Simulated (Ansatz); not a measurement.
# DyAl3: which shell does photoemission see at 21.2 and 60 eV? (LDA)

The valence band of DyAl3 mixes several shells. Work out by hand which one leads the spectrum's area at each photon energy.

Filled states come from the projected DOS of Ansatz 0.2.0 (LDA+U, plane waves); cross sections σ and asymmetry parameters β are those of free atoms in a Dirac–Hartree–Slater calculation. A shell's area is states × σ × angular factor, which is 1 − β·P₂(cos θ)/2 for unpolarised light, with θ = 90° from the beam and P₂ = -0.500.

**At 21.2 eV** (states counted from 11.2 eV below the zero; other shells add 0.63 to the products' sum of 11.7):

| shell | filled states a cell | cross section (Mb an electron) | β | angular factor | product | share by hand (%) | share in the simulated spectrum (%) |
| --- | --- | --- | --- | --- | --- | --- | --- |
| Dy 5p | 0.00 | 0 | 0.00 | 1.00 | 0 | 0 | 0 |
| Dy 5d | 3.18 | 2.41 | 0.62 | 1.16 | 8.87 | 76 | 76 |
| Dy 4f | 9.00 | 0.144 | 1.69 | 1.42 | 1.84 | 16 | 16 |
| Al 3p | 5.51 | 0.0697 | -0.25 | 0.94 | 0.36 | 3 | 3 |

**At 60 eV** (states counted from 24.9 eV below the zero; other shells add 0.42 to the products' sum of 9.89):

| shell | filled states a cell | cross section (Mb an electron) | β | angular factor | product | share by hand (%) | share in the simulated spectrum (%) |
| --- | --- | --- | --- | --- | --- | --- | --- |
| Dy 5p | 5.83 | 0.286 | 1.60 | 1.40 | 2.34 | 24 | 23 |
| Dy 5d | 3.19 | 0.135 | 1.51 | 1.38 | 0.594 | 6 | 6 |
| Dy 4f | 9.00 | 0.582 | 0.51 | 1.13 | 5.9 | 60 | 60 |
| Al 3p | 5.65 | 0.0838 | 1.35 | 1.34 | 0.634 | 6 | 7 |

Dy 5d leads at 21.2 eV and Dy 4f at 60 eV. Between the two energies σ of Dy 5d changes by a factor 0.056 and that of Dy 4f by 4.1, so their ratio moves 72-fold in favour of the second. The simulated spectrum uses the same rule on the energy-resolved DOS, so the two share columns agree within a few points.

Only crystals where the two columns agree within 4 points and the lead is clear are worked in this form. Free-atom cross sections ignore the solid's final states, no escape depth or background enters, and the count of states a shell hangs on the projection.
